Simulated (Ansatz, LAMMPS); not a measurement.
## Convergence of a linear-scaling basis for amorphous Ge (61 atoms)

Aim: test how closely localised support functions follow the reference on amorphous Ge (61 atoms), and at what cost. A setting counts as converged where the r.m.s. difference of forces stays under 1 % of the r.m.s. force.

Calculated with Ansatz 0.2.0; Kohn-Sham DFT, PBE, PAW (set soft_2), plane waves.

Most raw output is cut from this account.

**1. The starting structure**

The cell holds 61 atoms: 61 Ge. Cell: a = 11.722 Å, b = 11.722 Å, c = 11.722 Å, α = 90.0°, β = 90.0°, γ = 90.0°. 61 atoms (61 Ge) placed at random at 4.57 g/cm³, melted at 3500 K for 10 ps at fixed volume with the Tersoff potential (Tersoff, Phys. Rev. B 39, 5566 (1989)). Quenched from 3500 K to 100 K at 5 K/ps and fixed volume, held 5 ps, then minimised at fixed cell.

What the set-up can't give: The quench rate of 5 K/ps is many orders above laboratory rates, so the cell is likely richer in defects and strain than a real sample. The starting topology of bonds comes from the classical model, and needn't be the one that DFT or experiment would give. Sampling is at Γ alone, for a cell whose shortest periodic width is 12 Å.

**2. The classical run that made the cell**

A classical potential supplies the starting structure, since it reaches far longer times than DFT.

This step: classical MD, Tersoff potential (Tersoff, Phys. Rev. B 39, 5566 (1989)) (LAMMPS 22 Jul 2025 - Update 4).

in.lmp

```
# melt-quench of Ge61
units metal
atom_style atomic
boundary p p p
region box block 0 11.7217 0 11.7217 0 11.7217
create_box 1 box
mass 1 72.6300   # Ge
create_atoms 1 random 61 281316 NULL overlap 2.14 maxtry 2000
pair_style tersoff
pair_coeff * * SiCGe.tersoff Ge
neigh_modify delay 0 every 1 check yes
thermo_style custom step time temp pe press density
thermo_modify norm yes
timestep 0.001
thermo 100
min_style cg
minimize 1e-4 1e-4 200 2000
reset_timestep 0
velocity all create 3500 281317 mom yes dist gaussian
fix lim all nve/limit 0.05
fix lan all langevin 3500 3500 0.1 281318 zero yes
thermo 500
run 1000 post no
unfix lim
unfix lan
thermo 1666
fix md all nvt temp 3500 3500 0.1
run 10000 post no
unfix md
thermo 68000
fix md all nvt temp 3500 100 0.1
run 680000 post no
unfix md
thermo 2500
fix md all nvt temp 100 100 0.1
run 5000 post no
unfix md
thermo 100
min_style cg
minimize 0 1e-3 2000 20000
write_dump all custom glass.dump id type xs ys zs modify sort id
```

Command:

```sh
$ lmp -in in.lmp -log none -nocite
```

The job ended after 74 s (1 thread of Arm Neoverse V1, shared host; peak memory 0.072 GiB).

**3. Plane-wave single point**

The first run uses the default basis; a harder plane-wave run follows as the reference for the support functions.

input.yaml

```yaml
crystal:
  lattice:
    - [11.7217, 0.0, 0.0]
    - [0.0, 11.7217, 0.0]
    - [0.0, 0.0, 11.7217]
  atoms:
    - { symbol: Ge, position: [0.6154, 0.15946, 0.75838] }
    - { symbol: Ge, position: [0.21357, 0.38689, 0.68537] }
    - { symbol: Ge, position: [0.40297, 0.59343, 0.15297] }
    - { symbol: Ge, position: [0.3522, 0.77753, 0.44298] }
    - { symbol: Ge, position: [0.43589, 0.75185, 0.02195] }
    - { symbol: Ge, position: [0.49476, 0.65224, 0.34513] }
    - { symbol: Ge, position: [0.18478, 0.55215, 0.16733] }
    - { symbol: Ge, position: [0.41958, 0.85832, 0.63986] }
[... 49 atom lines left out ...]
    - { symbol: Ge, position: [0.42414, 0.08451, 0.42539] }
    - { symbol: Ge, position: [0.05875, 0.84387, 0.01731] }
    - { symbol: Ge, position: [0.21634, 0.35632, 0.26868] }
    - { symbol: Ge, position: [0.84256, 0.35034, 0.61053] }
kpoints:
  mp_grid: { grid: [1, 1, 1] }
hamiltonian:
  xc: pbe
scf:
  occupations: { method: gaussian, width: 0.05 }
output:
  forces: true
  stress: true
  populations: intrinsic
  dos:
    method: { smearing: { sigma: 0.15 } }
    de: 0.1
    projected: { site_lists: { Ge: [Ge] } }
  eigenvalues: true
  write_density: true
  write_potential: true
  volumetric_format: npy
```

Command:

```sh
$ ansatz run input.yaml --threads 8 --pin off --max-ram 15872MiB --backend cpu --events-out ev --progress --plain --runs-dir out
```

Wall time 21 s (8 threads of Arm Neoverse V1, shared host); peak memory 2.4 GiB.

Numbers from this run:

```yaml
free_energy: -261979.4089 eV
free_energy_per_atom: -4294.7444 eV/atom
scf_cycles: 12
pressure: -1.095 GPa
r_m_s_force_component: 0.2122 eV/Å
longest_force: 0.9158 eV/Å
fermi_energy: 6.526 eV
levels_partly_filled_by_over_2_per_cent: 3
```

The r.m.s. force component of 0.21 eV/Å sets the scale for the differences below.

**4. Plane waves at 750 eV (750 eV)**

The grid of the support functions holds more waves than the default cutoff, so they are judged against a harder plane-wave run.

input.yaml, the sections that differ from step 3:

```yaml
output:
  forces: true
  eigenvalues: true
basis:
  ecutwfc: "750 eV"
# crystal, kpoints, hamiltonian, scf: as in step 3
```

Run time: 31 s. Hardware: 8 threads; peak memory 4.9 GiB.

Forces differ from the reference by 0.05 meV/Å r.m.s., 0.024 % of their size, well within a tolerance of 1 %; the energy by -1.2 meV/atom. It took 31 s and 12 cycles; the reference's time can't be set against it, since the two runs asked for unlike analyses.

**5. Support functions medium**

The cell is solved in localised support functions. Besides, the program derives a nominal cutoff of 420 eV for this run, against the reference's 750.

This step: Kohn-Sham DFT, PBE, PAW (set soft_2), localised support functions (medium) (Ansatz 0.2.0).

input.yaml, the sections that differ from step 4:

```yaml
scf:
  occupations: { method: gaussian, width: 0.05 }
  eigensolver: { kind: { support_functions: { accuracy: medium } } }
  max_iter: 150
# crystal, kpoints, hamiltonian, output: as in step 4
# basis: removed
```

Run time: 89 s. Hardware: 8 threads; peak memory 3.4 GiB; 12 min of CPU time.

The program notes that the band table was not solved further than the SCF left it and it switched symmetry off.

Keys that differ from the reference: basis.ecutwfc removed, support_functions.accuracy = "medium" and scf.max_iter = 150.

Forces differ from the reference by 0.079 meV/Å r.m.s., 0.037 % of their size, well within a tolerance of 1 %; the energy by -0.16 meV/atom. It took 2.9 times the reference's time (shared host, so rough). The two runs also began from different starting densities, which bears on cycles and time.

**6. Support functions low**

With localised support functions most steps grow linearly with size, though the diagonalisation grows faster unless the density matrix is cut; this run measures error and cost at this size. Besides, the program derives a nominal cutoff of 420 eV for this run, against the reference's 750.

This step: Kohn-Sham DFT, PBE, PAW (set soft_2), localised support functions (low) (Ansatz 0.2.0).

input.yaml, the sections that differ from step 5:

```yaml
scf:
  occupations: { method: gaussian, width: 0.05 }
  eigensolver: { kind: { support_functions: { accuracy: low } } }
  max_iter: 150
# crystal, kpoints, hamiltonian, output: as in step 5
```

It took 75 s on 8 threads; peak memory 3.4 GiB.

Keys that differ from the reference: basis.ecutwfc removed, support_functions.accuracy = "low" and scf.max_iter = 150.

Forces differ from the reference by 0.11 meV/Å r.m.s., 0.052 % of their size, well within a tolerance of 1 %; the energy by -0.16 meV/atom. It took 2.4 times the reference's time (shared host, so rough). The two runs also began from different starting densities, which bears on cycles and time.

**7. Support functions high**

This step: Kohn-Sham DFT, PBE, PAW (set soft_2), localised support functions (high) (Ansatz 0.2.0).

input.yaml, the sections that differ from step 6:

```yaml
scf:
  occupations: { method: gaussian, width: 0.05 }
  eigensolver: { kind: { support_functions: { accuracy: high } } }
  max_iter: 150
# crystal, kpoints, hamiltonian, output: as in step 6
```

Elapsed: 6.3 min, on 8 threads; peak memory 7.3 GiB.

Keys that differ from the reference: basis.ecutwfc removed, support_functions.accuracy = "high" and scf.max_iter = 150.

Forces differ from the reference by 0.019 meV/Å r.m.s., 0.0092 % of their size, well within a tolerance of 1 %; the energy by -0.12 meV/atom. It took 12 times the reference's time (shared host, so rough). The two runs also began from different starting densities, which bears on cycles and time.

**8. Support functions medium, radius 4.29 Å**

The radius confines each support function; a larger one gives more freedom and more work per atom. Besides, the program derives a nominal cutoff of 420 eV for this run, against the reference's 750.

This step: Kohn-Sham DFT, PBE, PAW (set soft_2), localised support functions (medium) (Ansatz 0.2.0).

input.yaml, the sections that differ from step 7:

```yaml
scf:
  occupations: { method: gaussian, width: 0.05 }
  eigensolver: { kind: { support_functions: { accuracy: medium, radius: 4.29 } } }
  max_iter: 150
# crystal, kpoints, hamiltonian, output: as in step 7
```

Run time: 82 s. Hardware: 8 threads; peak memory 3.3 GiB; 11 min of CPU time.

Keys that differ from the reference: basis.ecutwfc removed, support_functions.accuracy = "medium", support_functions.radius = 4.29 and scf.max_iter = 150.

Forces differ from the reference by 0.099 meV/Å r.m.s., 0.047 % of their size, well within a tolerance of 1 %; the energy by -0.16 meV/atom. It took 2.7 times the reference's time (shared host, so rough). The two runs also began from different starting densities, which bears on cycles and time.

**9. Support functions medium, radius 4.64 Å**

input.yaml, the sections that differ from step 8:

```yaml
scf:
  occupations: { method: gaussian, width: 0.05 }
  eigensolver: { kind: { support_functions: { accuracy: medium, radius: 4.64 } } }
  max_iter: 150
# crystal, kpoints, hamiltonian, output: as in step 8
```

Run time: 1.8 min. Hardware: 8 threads; peak memory 3.7 GiB.

Keys that differ from the reference: basis.ecutwfc removed, support_functions.accuracy = "medium", support_functions.radius = 4.64 and scf.max_iter = 150.

Forces differ from the reference by 0.063 meV/Å r.m.s., 0.030 % of their size, well within a tolerance of 1 %; the energy by -0.16 meV/atom. It took 3.4 times the reference's time (shared host, so rough). The two runs also began from different starting densities, which bears on cycles and time.

**10. Support functions medium, radius 4.95 Å**

input.yaml, the sections that differ from step 9:

```yaml
scf:
  occupations: { method: gaussian, width: 0.05 }
  eigensolver: { kind: { support_functions: { accuracy: medium, radius: 4.95 } } }
  max_iter: 150
# crystal, kpoints, hamiltonian, output: as in step 9
```

Elapsed: 2.2 min, on 8 threads; peak memory 4.2 GiB; 18 min of CPU time.

Keys that differ from the reference: basis.ecutwfc removed, support_functions.accuracy = "medium", support_functions.radius = 4.95 and scf.max_iter = 150.

Forces differ from the reference by 0.059 meV/Å r.m.s., 0.028 % of their size, well within a tolerance of 1 %; the energy by -0.16 meV/atom. It took 4.4 times the reference's time (shared host, so rough). The two runs also began from different starting densities, which bears on cycles and time.

**11. Support functions medium, radius 5.31 Å**

input.yaml, the sections that differ from step 10:

```yaml
scf:
  occupations: { method: gaussian, width: 0.05 }
  eigensolver: { kind: { support_functions: { accuracy: medium, radius: 5.31 } } }
  max_iter: 150
# crystal, kpoints, hamiltonian, output: as in step 10
```

Elapsed: 3.1 min, on 8 threads; peak memory 4.8 GiB.

Keys that differ from the reference: basis.ecutwfc removed, support_functions.accuracy = "medium", support_functions.radius = 5.31 and scf.max_iter = 150.

Forces differ from the reference by 0.059 meV/Å r.m.s., 0.028 % of their size, well within a tolerance of 1 %; the energy by -0.16 meV/atom. It took 5.9 times the reference's time (shared host, so rough). The two runs also began from different starting densities, which bears on cycles and time.

**12. Support functions medium, radius 5.97 Å**

input.yaml, the sections that differ from step 11:

```yaml
scf:
  occupations: { method: gaussian, width: 0.05 }
  eigensolver: { kind: { support_functions: { accuracy: medium, radius: 5.97 } } }
  max_iter: 150
# crystal, kpoints, hamiltonian, output: as in step 11
```

It took 5.2 min on 8 threads; peak memory 5.9 GiB; 41 min of CPU time.

Keys that differ from the reference: basis.ecutwfc removed, support_functions.accuracy = "medium", support_functions.radius = 5.97 and scf.max_iter = 150.

Forces differ from the reference by 0.059 meV/Å r.m.s., 0.028 % of their size, well within a tolerance of 1 %; the energy by -0.16 meV/atom. It took 10 times the reference's time (shared host, so rough). The two runs also began from different starting densities, which bears on cycles and time.

**13. Support functions medium, radius 6.63 Å**

input.yaml, the sections that differ from step 12:

```yaml
scf:
  occupations: { method: gaussian, width: 0.05 }
  eigensolver: { kind: { support_functions: { accuracy: medium, radius: 6.63 } } }
  max_iter: 150
# crystal, kpoints, hamiltonian, output: as in step 12
```

Wall time 7.6 min (8 threads); peak memory 7.5 GiB.

Keys that differ from the reference: basis.ecutwfc removed, support_functions.accuracy = "medium", support_functions.radius = 6.63 and scf.max_iter = 150.

Forces differ from the reference by 0.062 meV/Å r.m.s., 0.029 % of their size, well within a tolerance of 1 %; the energy by -0.16 meV/atom. It took 15 times the reference's time (shared host, so rough). The two runs also began from different starting densities, which bears on cycles and time.

**14. A changed input**

A doubtful change is made on purpose, to see how the program answers.

This step: Kohn-Sham DFT, PBE, PAW (set soft_2), localised support functions (low) (Ansatz 0.2.0).

input.yaml, the sections that differ from step 13:

```yaml
scf:
  occupations: { method: gaussian, width: 0.05 }
  eigensolver: { kind: { support_functions: { accuracy: low } } }
  max_iter: 60
  mixing: { beta: 1.0, preconditioner: none, ndim: 1 }
output:
  forces: true
# crystal, kpoints, hamiltonian: as in step 13
```

Wall time 60 s (8 threads); peak memory 3.3 GiB.

Residual by cycle:

cycle, log10 residual and a bar from the least value:
```
        1        1.2 
        3        4.6 ######################
        5        5.6 #############################
        7        5.7 #############################
        9        5.7 #############################
       11        5.7 ##############################
       14        5.8 ##############################
       16        5.8 ##############################
       18        5.8 ##############################
       20        5.8 ##############################
       22        5.7 ##############################
       24        5.7 ##############################
```

After 24 cycles the residual stands at 5.3e5, against 5.5e5 at cycle 13 and a least value of 16.

The fault in the input: mixing far too strong (basis.ecutwfc removed, support_functions.accuracy = "low", scf.mixing.beta = 1.0, scf.mixing.ndim = 1 and scf.mixing.preconditioner = "none"). The fix is to take out the scf.mixing keys.

**15. The ladder side by side**

Each row is set against the plane-wave reference (Kohn-Sham DFT, PBE, PAW (set soft_2), plane waves; r.m.s. force component 0.212 eV/Å). Energies are set beside the reference only for runs with its functional, potentials and electron count. Times are for 8 threads of Arm Neoverse V1, shared host. The reference's time includes the DOS, the stress and grids, which some other runs skip.

| run | Δ force, r.m.s. (meV/Å) | share of r.m.s. force (%) | Δ energy (meV/atom) | cycles | time | host memory (GiB) |
| --- | --- | --- | --- | --- | --- | --- |
| reference | - | - | - | 12 | 21 s | 2.4 |
| plane waves at 750 eV (750 eV) | 0.05 | 0.0235 | -1.22 | 12 | 31 s | 4.9 |

**16. What each setting buys**

Each row is set against the run with plane waves at 750 eV (Kohn-Sham DFT, PBE, PAW (set soft_2), plane waves; r.m.s. force component 0.212 eV/Å). Energies are set beside the reference only for runs with its functional, potentials and electron count. Times are for 8 threads of Arm Neoverse V1, shared host.

| run | Δ force, r.m.s. (meV/Å) | share of r.m.s. force (%) | Δ energy (meV/atom) | cycles | time | host memory (GiB) |
| --- | --- | --- | --- | --- | --- | --- |
| reference | - | - | - | 12 | 31 s | 4.9 |
| support functions medium | 0.079 | 0.0374 | -0.163 | 17 | 89 s | 3.4 |
| support functions low | 0.11 | 0.0516 | -0.163 | 14 | 75 s | 3.4 |
| support functions high | 0.019 | 0.0092 | -0.121 | 22 | 6.3 min | 7.3 |
| support functions medium, radius 4.29 Å | 0.099 | 0.0466 | -0.162 | 17 | 82 s | 3.3 |
| support functions medium, radius 4.64 Å | 0.063 | 0.0298 | -0.164 | 17 | 1.8 min | 3.7 |
| support functions medium, radius 4.95 Å | 0.059 | 0.0279 | -0.165 | 17 | 2.2 min | 4.2 |
| support functions medium, radius 5.31 Å | 0.059 | 0.0278 | -0.165 | 17 | 3.1 min | 4.8 |
| support functions medium, radius 5.97 Å | 0.059 | 0.0277 | -0.165 | 17 | 5.2 min | 5.9 |
| support functions medium, radius 6.63 Å | 0.062 | 0.0294 | -0.165 | 17 | 7.6 min | 7.5 |

[end of part 1 of 2]

[Logs are printed without paths, hosts, clocks, repeated set-up lines and the standing remarks that a program may print on its own settings, such as how far it seeks lower states.]

[Hosts, paths, dates, database ids (printed as entryN), source tags and the programs' standing remarks are cut or masked in the printed files.]
